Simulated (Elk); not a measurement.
## MnCl2 (Scacchite) with and without a Hubbard term

Wanted: spin and orbital moments of MnCl2 (Scacchite) under several sizes and forms of the Hubbard term.

Calculated with Elk 11.2.3 (patched build); LDA (Perdew-Wang); all-electron APW+lo, Dirac cores, scalar-relativistic bands with second-variational spin-orbit coupling.

The database entry behind the starting cell has ideal inner coordinates that were not refined, so it need not match the best structure at ambient conditions.

## (1) Set-up

It takes space group R-3m (No. 166, trigonal). Conventional cell: a = 3.686 Å, b = 3.686 Å, c = 17.470 Å, α = 90.00°, β = 90.00°, γ = 120.00°. Mn has 6 Cl at 2.58 Å nearest. Nearest to Cl lie 3 Mn at 2.58 Å. Farther neighbours and most contacts between anions are not listed.

Coordinates:

```cif
data_structure
_symmetry_space_group_name_H-M 'R-3m:H'
_symmetry_Int_Tables_number 166
_cell_length_a 3.6860
_cell_length_b 3.6860
_cell_length_c 17.4700
_cell_angle_alpha 90.000
_cell_angle_beta 90.000
_cell_angle_gamma 120.000
_cell_volume 205.56
loop_
_atom_site_label
_atom_site_type_symbol
_atom_site_symmetry_multiplicity
_atom_site_Wyckoff_symbol
_atom_site_fract_x
_atom_site_fract_y
_atom_site_fract_z
_atom_site_occupancy
Mn1 Mn 3 a 0.00000 0.00000 0.00000 1
Cl1 Cl 6 c 0.00000 0.00000 0.25000 1
```

## (2) No U

The run without a Hubbard term is the reference.

Moments are seeded by fields in the spheres (the last three columns under atoms), set against the wanted direction and reduced each loop.

Contents of elk.in:

```
tasks
  0
  15

xctype
  3

rgkmax
  7.0

nempty
  12

swidth
  0.002

reducebf
  0.6

epsengy
  1e-05

maxscl
  100

lmaxi
  3

spinorb
  .true.

cmagz
  .true.

spinpol
  .true.

sppath
  './'

avec
  3.48276524769 2.01077545324 11.00450513234
  -3.48276524769 2.01077545324 11.00450513234
  0.00000000000 -4.02155090649 11.00450513234

atoms
  2
  'Mn.in'
  1
  0.0000000000 0.0000000000 0.0000000000   0.000000 0.000000 -0.337500
  'Cl.in'
  2
  0.2500000000 0.2500000000 0.2500000000   0.000000 0.000000 0.000000
  0.7500000000 0.7500000000 0.7500000000   0.000000 0.000000 0.000000

ngridk
  6 6 6
```

On the command line:

```sh
$ OMP_NUM_THREADS=4 elk
```

Numbers of over 12 decimals in the logs are rounded to 6 here.

What it wrote:

```text
Warning(chksvso): spin-orbit splittings by the second variation are low [figures from our tests cut]: local-orbitals by j (lorbdm 7 and 8, zora) mend levels alone

--- INFO.OUT ---
┌─────────────────────────┐
│ Elk code version 11.2.3 │
└─────────────────────────┘

All units are atomic (Hartree, Bohr, etc.)

┌─────────────────────────────────────────────────┐
│ Ground-state run starting from atomic densities │
└─────────────────────────────────────────────────┘

Lattice vectors :
   3.482765248       2.010775453       11.00450513
  -3.482765248       2.010775453       11.00450513
   0.000000000      -4.021550906       11.00450513

Species : 1 (Mn)
 parameters loaded from : Mn.in
 name : manganese
 nuclear charge    :   -25.00000000
 electronic charge :    25.00000000
 atomic mass :    100145.9370
 muffin-tin radius :    2.400000000
 number of radial points in muffin-tin :    497
 inner part over the whole radius :   0.9798345621E-02
 number on inner part of muffin-tin    :    350
 approximate nuclear radius :   0.7074591925E-04
 number of mesh points to nuclear radius :    165
 atomic positions (lattice), magnetic fields (Cartesian) :
  1 :   0.00000000  0.00000000  0.00000000    0.00000000  0.00000000 -0.33750000

Species : 2 (Cl)
 parameters loaded from : Cl.in
 name : chlorine
 nuclear charge    :   -17.00000000
 electronic charge :    17.00000000
 atomic mass :    64626.86550
 muffin-tin radius :    2.200000000
 number of radial points in muffin-tin :    397
 inner part over the whole radius :   0.9992010025E-02
 number on inner part of muffin-tin    :    278
 approximate nuclear radius :   0.6305718926E-04
 number of mesh points to nuclear radius :    127
 atomic positions (lattice), magnetic fields (Cartesian) :
  1 :   0.25000000  0.25000000  0.25000000    0.00000000  0.00000000  0.00000000
  2 :  -0.25000000 -0.25000000 -0.25000000    0.00000000  0.00000000  0.00000000

Total number of atoms per unit cell :    3
Total muffin-tin volume :    147.1103120
 ratio of muffin-tin to unit cell volume :   0.3181512044

Spin treatment :
 spin-polarised
 spin-orbit coupling
 global magnetic field (Cartesian) :    0.000000000       0.000000000       0.000000000
 collinear magnetisation in z-direction

Number of Bravais lattice symmetries :   12
Number of crystal symmetries         :    6
Crystal has inversion symmetry
Real symmetric eigensolver will be used

k-point grid :      6     6     6
k-point offset :    0.000000000       0.000000000       0.000000000
k-point set is reduced with full crystal symmetry group
Total number of k-points :       40

Muffin-tin radius times maximum |G+k| :    7.000000000
 using average radius
Maximum |G+k| for APW functions       :    3.088235294
Maximum (1/2)|G+k|²                   :    4.768598616
Maximum |G| for potential and density :    12.00000000
Constant for pseudocharge density :    7
 order of it for each species :   14  14
 order of it for pair densities of each species (exact exchange by exxq0 0: 14) :   11   9
Radial integration step length :    1

G-vector grid sizes :     45    45    45
Number of G-vectors :    13519

Maximum angular momentum used for
 APW functions            :    8
 outer part of muffin-tin :    6
 inner part of muffin-tin :    3

Number of empty states         :     36
Total number of valence states :    102
Total number of core states    :     30

Third-order local-orbitals added for an l without core states : T
Total number of local-orbitals :     33

Exchange-correlation functional :      3     0     0
 Perdew-Wang/Ceperley-Alder, Phys. Rev. B 45, 13244 (1992)
 gradient requirement :    0
 local density approximation (LDA)

Smearing type :    3
 Fermi-Dirac
Smearing width :   0.2000000000E-02
Effective electronic temperature (K) :    631.5500496

Mixing type :    3
 Broyden mixing, J. Phys. A: Math. Gen. 17, L317 (1984)

Kohn-Sham potential initialised from atomic data

┌──────────────────────────────┐
│ Self-consistent loop started │
└──────────────────────────────┘

┌─────────────────┐
│ Loop number : 1 │
└─────────────────┘

Energies :
 Fermi                       :    -0.23092140370185E-01
 sum of occupied eigenvalues :     -1203.7452394985
 electron kinetic            :      2095.0815003784
 core electron kinetic       :      1936.0334122075
 Coulomb                     :     -4068.5191125000
 Coulomb potential           :     -3153.4212402338
 nuclear-nuclear             :     -286.89571676531
 electron-nuclear            :     -4416.9303017721
 Hartree                     :      635.30690603749
 Madelung                    :     -2491.8084923831
 xc potential                :     -145.20346482065
 xc effective B-field        :    -0.334493
 external B-field            :      0.000000
 exchange                    :     -99.216814598620
 correlation                 :     -4.761565
 electron entropic           :    -0.23262399022787E-03
 total energy                :     -2077.4162245207
 (external B-field energy excluded from total)

Density of states at Fermi energy :    12.50327656
 (states/Hartree/unit cell)

Estimated indirect band gap :   0.7537797216E-02
 from k-point 17 to k-point 17
Estimated direct band gap   :   0.7537797216E-02
 at k-point 17

Charges :
 core                        :    30.00000000
 valence                     :    29.00000000
 interstitial                :    4.172367251
 muffin-tins (core leakage)
  species : 1 (Mn)
   atom 1                    :    23.51024792     ( -0.3595731000E-05)
  species : 2 (Cl)
   atom 1                    :    15.65869242     (  0.7667574272E-05)
   atom 2                    :    15.65869242     (  0.7667574272E-05)
 total in muffin-tins        :    54.82763275
 total calculated charge     :    58.99904456
 total charge                :    59.00000000
 error                       :   0.9554434094E-03

Moments :
 interstitial                :   0.2793779825
 muffin-tins
  species : 1 (Mn)
   atom 1                    :    4.334637674
  species : 2 (Cl)
   atom 1                    :   0.1752798901
   atom 2                    :   0.1752798901
 total in muffin-tins        :    4.685197454
 total moment                :    4.964575437

[... earlier loops left out ...]

┌──────────────────┐
│ Loop number : 17 │
└──────────────────┘

Energies :
 Fermi                       :     0.89689271517580E-01
 sum of occupied eigenvalues :     -1197.5227745000
 electron kinetic            :      2094.5406078467
 core electron kinetic       :      1936.3992911070
 Coulomb                     :     -4067.6992951155
 Coulomb potential           :     -3154.6621809575
 nuclear-nuclear             :     -286.89571676531
 electron-nuclear            :     -4414.0024138250
 Hartree                     :      633.19883547489
 Madelung                    :     -2490.3682046367
 xc potential                :     -137.05002020810
 xc effective B-field        :    -0.351180
 external B-field            :      0.000000
 exchange                    :     -99.113768397315
 correlation                 :     -4.755094
 electron entropic           :    -0.22380947717162E-07
 total energy                :     -2077.0275496806
 (external B-field energy excluded from total)

Density of states at Fermi energy :   0.3883786423E-03
 (states/Hartree/unit cell)

Estimated indirect band gap :   0.4829712515E-01
 from k-point 17 to k-point 17
Estimated direct band gap   :   0.4829712515E-01
 at k-point 17

Charges :
 core                        :    30.00000000
 valence                     :    29.00000000
 interstitial                :    4.301783878
 muffin-tins (core leakage)
  species : 1 (Mn)
   atom 1                    :    23.43911197     ( -0.3595730879E-05)
  species : 2 (Cl)
   atom 1                    :    15.62955208     (  0.7523642516E-05)
   atom 2                    :    15.62955208     (  0.7523642516E-05)
 total in muffin-tins        :    54.69821612
 total calculated charge     :    58.99908405
 total charge                :    59.00000000
 error                       :   0.9159461275E-03

Moments :
 interstitial                :   0.2880337752
 muffin-tins
  species : 1 (Mn)
   atom 1                    :    4.462580160
  species : 2 (Cl)
   atom 1                    :   0.1239373822
   atom 2                    :   0.1239373822
 total in muffin-tins        :    4.710454925
 total moment                :    4.998488700

┌──────────────────────────────┐
│ Self-consistent loop stopped │
└──────────────────────────────┘

Wrote STATE.OUT
```

Wall time 49 s (4 threads of Arm Neoverse V1, shared host); peak memory 0.2 GiB; 3.1 min of CPU time.

Spin moment in the muffin-tin sphere by atom:

```
atom  spin moment in the muffin-tin sphere (μB)
 Mn1                                       4.46
 Cl2                                       0.12
 Cl3                                       0.12
```

Numbers from this step:

- density of states at the Fermi level: 1.43e-5 states/eV/cell
- moment between the spheres: 0.2880 μB
- magnetization: 4.998 μB
- final state: ferromagnetic

After 17 cycles the largest moment stands at 4.46 μB.

Orbital moment <L> in the sphere by atom:

```
atom  x (μB)  y (μB)  z (μB)    size
 Mn1  0.0000  0.0000  0.0033  0.0033
 Cl2  0.0000  0.0000  0.0006  0.0006
 Cl3  0.0000  0.0000  0.0006  0.0006
```

## (3) U = 4.00 eV, J = 0.90 eV on Mn d (fully localised)

Fully localised double counting pushes orbitals towards full or empty, which suits localised shells.

elk.in, as its differences from that of step 2:

```diff
@@ -37,2 +37,5 @@
 
+tmwrite
+  .true.
+
 sppath
@@ -57 +60,5 @@
   6 6 6
+
+dft+u
+  1 1
+  1 2 0.146997 0.033074
```

On the command line:

```sh
$ OMP_NUM_THREADS=4 elk
```

What it wrote:

```text
Warning(gndstate): forces or DFT+U at lmaxo under 8 : 6
  [figures from our tests cut]: type lmaxo 8 and lmaxapw 10
Warning(chksvso): spin-orbit splittings by the second variation are low [figures from our tests cut]: local-orbitals by j (lorbdm 7 and 8, zora) mend levels alone

--- INFO.OUT ---
┌─────────────────────────┐
│ Elk code version 11.2.3 │
└─────────────────────────┘

All units are atomic (Hartree, Bohr, etc.)

┌─────────────────────────────────────────────────┐
│ Ground-state run starting from atomic densities │
└─────────────────────────────────────────────────┘

Lattice vectors :
   3.482765248       2.010775453       11.00450513
  -3.482765248       2.010775453       11.00450513
   0.000000000      -4.021550906       11.00450513

Species : 1 (Mn)
 muffin-tin radius :    2.400000000
 atomic positions (lattice), magnetic fields (Cartesian) :
  1 :   0.00000000  0.00000000  0.00000000    0.00000000  0.00000000 -0.33750000

Species : 2 (Cl)
 muffin-tin radius :    2.200000000
 atomic positions (lattice), magnetic fields (Cartesian) :
  1 :   0.25000000  0.25000000  0.25000000    0.00000000  0.00000000  0.00000000
  2 :  -0.25000000 -0.25000000 -0.25000000    0.00000000  0.00000000  0.00000000

Total number of atoms per unit cell :    3
Total muffin-tin volume :    147.1103120
 ratio of muffin-tin to unit cell volume :   0.3181512044

Spin treatment :
 spin-polarised
 spin-orbit coupling
 global magnetic field (Cartesian) :    0.000000000       0.000000000       0.000000000
 collinear magnetisation in z-direction

Number of Bravais lattice symmetries :   12
Number of crystal symmetries         :    6
Crystal has inversion symmetry
Real symmetric eigensolver will be used

k-point grid :      6     6     6
k-point offset :    0.000000000       0.000000000       0.000000000
k-point set is reduced with full crystal symmetry group
Total number of k-points :       40

Muffin-tin radius times maximum |G+k| :    7.000000000
 using average radius
Maximum |G+k| for APW functions       :    3.088235294
Maximum (1/2)|G+k|²                   :    4.768598616
Maximum |G| for potential and density :    12.00000000
Constant for pseudocharge density :    7
 order of it for each species :   14  14
 order of it for pair densities of each species (exact exchange by exxq0 0: 14) :   11   9
Radial integration step length :    1

G-vector grid sizes :     45    45    45
Number of G-vectors :    13519

Maximum angular momentum used for
 APW functions            :    8
 outer part of muffin-tin :    6

Number of empty states         :     36
Total number of valence states :    102
Total number of core states    :     30

Third-order local-orbitals added for an l without core states : T
Total number of local-orbitals :     33

Exchange-correlation functional :      3     0     0
 Perdew-Wang/Ceperley-Alder, Phys. Rev. B 45, 13244 (1992)
 gradient requirement :    0
 local density approximation (LDA)

DFT+U calculation
 fully localised limit (FLL)
 see Phys. Rev. B 52, R5467 (1995)
 species : 1 (Mn), l = 2, U =   0.14699700, J =   0.03307400

Smearing type :    3
 Fermi-Dirac
Smearing width :   0.2000000000E-02
Effective electronic temperature (K) :    631.5500496

Mixing type :    3
 Broyden mixing, J. Phys. A: Math. Gen. 17, L317 (1984)

Kohn-Sham potential initialised from atomic data

┌──────────────────────────────┐
│ Self-consistent loop started │
└──────────────────────────────┘

[... earlier loops left out ...]

┌──────────────────┐
│ Loop number : 19 │
└──────────────────┘

Energies :
 Fermi                       :     0.84121594451524E-01
 sum of occupied eigenvalues :     -1197.6577555212
 electron kinetic            :      2094.4225053393
 core electron kinetic       :      1936.3785560911
 Coulomb                     :     -4067.7874619515
 Coulomb potential           :     -3154.6481693195
 nuclear-nuclear             :     -286.89571676531
 electron-nuclear            :     -4414.1875576740
 Hartree                     :      633.29581248776
 Madelung                    :     -2490.4633772918
 xc potential                :     -137.06147580323
 xc effective B-field        :    -0.370616
 external B-field            :      0.000000
 exchange                    :     -99.137878253073
 correlation                 :     -4.753989
 DFT+U                       :     0.257012
 electron entropic           :    -0.46567809933236E-11
 total energy                :     -2076.9998124216
 (external B-field energy excluded from total)

Density of states at Fermi energy :   0.5026895493E-07
 (states/Hartree/unit cell)

Estimated indirect band gap :   0.1071858600
 from k-point 40 to k-point 17
Estimated direct band gap   :   0.1093383784
 at k-point 17

Charges :
 core                        :    30.00000000
 valence                     :    29.00000000
 interstitial                :    4.295825799
 muffin-tins (core leakage)
  species : 1 (Mn)
   atom 1                    :    23.41728615     ( -0.3595731416E-05)
  species : 2 (Cl)
   atom 1                    :    15.64344402     (  0.7559374243E-05)
   atom 2                    :    15.64344402     (  0.7559374243E-05)
 total in muffin-tins        :    54.70417420
 total calculated charge     :    58.99909144
 total charge                :    59.00000000
 error                       :   0.9085639536E-03

Moments :
 interstitial                :   0.2588157402
 muffin-tins
  species : 1 (Mn)
   atom 1                    :    4.578389954
  species : 2 (Cl)
   atom 1                    :   0.8018740332E-01
   atom 2                    :   0.8018740332E-01
 total in muffin-tins        :    4.738764760
 total moment                :    4.997580500

┌──────────────────────────────┐
│ Self-consistent loop stopped │
└──────────────────────────────┘

Warning : forces or DFT+U at lmaxo under 8 : 6

Wrote STATE.OUT
```

Elapsed: 63 s, on 4 threads; peak memory 0.19 GiB; 3.9 min of CPU time.

Spin moment in the muffin-tin sphere by atom:

```
atom  spin moment in the muffin-tin sphere (μB)
 Mn1                                       4.58
 Cl2                                       0.08
 Cl3                                       0.08
```

Numbers from this step:

* density of states at the Fermi level: 1.85e-9 states/eV/cell
* moment between the spheres: 0.2588 μB
* magnetization: 4.998 μB
* final state: ferromagnetic

The largest spin moment is +0.12 μB from that of the first run.

Orbital moment <L> in the sphere by atom:

```
atom  x (μB)  y (μB)  z (μB)    size
 Mn1  0.0000  0.0000  0.0019  0.0019
 Cl2  0.0000  0.0000  0.0001  0.0001
 Cl3  0.0000  0.0000  0.0001  0.0001
```

FDU.OUT:

```text

   1   2 : species, l
  0.1469970000     : F^(0)
  0.2849452308     : F^(2)
  0.1780907692     : F^(4)
  0.1469970000     : U
  0.3307400000E-01 : J
```

In eV, for the first corrected species: U = 4.00, J = 0.90.

Tensor moments of the density matrix of the first corrected atom (TENSMOM.OUT, the program's normalisation), largest first:

```
k  p  r  magnitude  energy (Ha)
0  0  0      4.951      0.00139
0  1  1      4.529       -0.117
4  0  4     0.2326      -3.1e-4
1  1  0     0.1167      -1.0e-4
4  1  5    0.08480      -6.1e-5
1  1  2    0.07645      -4.5e-5
4  1  4    0.05329      -2.4e-5
4  1  3    0.02786      -6.6e-6
2  0  2   0.007365       5.0e-8
2  1  1   0.006608      -3.1e-7
```

Here k is the rank of the orbital part, p = 1 marks spin, 000 is the shell's charge, 011 its spin, 101 its orbital moment and 110 the spin–orbit term.

## (4) U = 2.00 eV, J = 0.90 eV on Mn d (fully localised)

The same form with other values shows how far the result hangs on them.

elk.in, as its differences from that of step 3:

```diff
@@ -63,2 +63,2 @@
   1 1
-  1 2 0.146997 0.033074
+  1 2 0.073499 0.033074
```

On the command line:

```sh
$ OMP_NUM_THREADS=4 elk
```

What it wrote:

```text
Warning(gndstate): forces or DFT+U at lmaxo under 8 : 6
  [figures from our tests cut]: type lmaxo 8 and lmaxapw 10
Warning(chksvso): spin-orbit splittings by the second variation are low [figures from our tests cut]: local-orbitals by j (lorbdm 7 and 8, zora) mend levels alone

--- INFO.OUT ---
┌─────────────────────────┐
│ Elk code version 11.2.3 │
└─────────────────────────┘

All units are atomic (Hartree, Bohr, etc.)

┌─────────────────────────────────────────────────┐
│ Ground-state run starting from atomic densities │
[...]
total calculated charge     :    58.99908542
 total charge                :    59.00000000
 error                       :   0.9145777889E-03

Moments :
 interstitial                :   0.2761622821
 muffin-tins
  species : 1 (Mn)
   atom 1                    :    4.506664795
  species : 2 (Cl)
   atom 1                    :   0.1072409732
   atom 2                    :   0.1072409732
 total in muffin-tins        :    4.721146741
 total moment                :    4.997309023

┌──────────────────────────────┐
│ Self-consistent loop stopped │
└──────────────────────────────┘

Warning : forces or DFT+U at lmaxo under 8 : 6

Wrote STATE.OUT

[key lines of the parts left out:]
total energy                :     -2077.0171055808
```

Wall time 63 s (4 threads); peak memory 0.19 GiB; 3.9 min of CPU time.

This step gave:

| Item | Value |
| --- | --- |
| density of states at the Fermi level | 4.20e-8 states/eV/cell |
| moment between the spheres | 0.2762 μB |
| magnetization | 4.997 μB |
| final state | ferromagnetic |
| largest moment | 4.507 μB |

The largest spin moment is +0.04 μB from that of the first run.

(Part 1 of 2 ends here.)

[Logs and program files are shortened in this print: banners, set-up blocks, solver, clock and traceback lines can be left out without a mark of their own.]

[Logs are printed without paths, hosts, clocks, repeated set-up lines and the standing remarks that a program may print on its own settings, such as how far it seeks lower states.]

[Hosts, paths, dates, database ids (printed as entryN), source tags and the programs' standing remarks are cut or masked in the printed files.]

[Where a cell is said to come from a database of computed structures, the database is the Materials Project.]
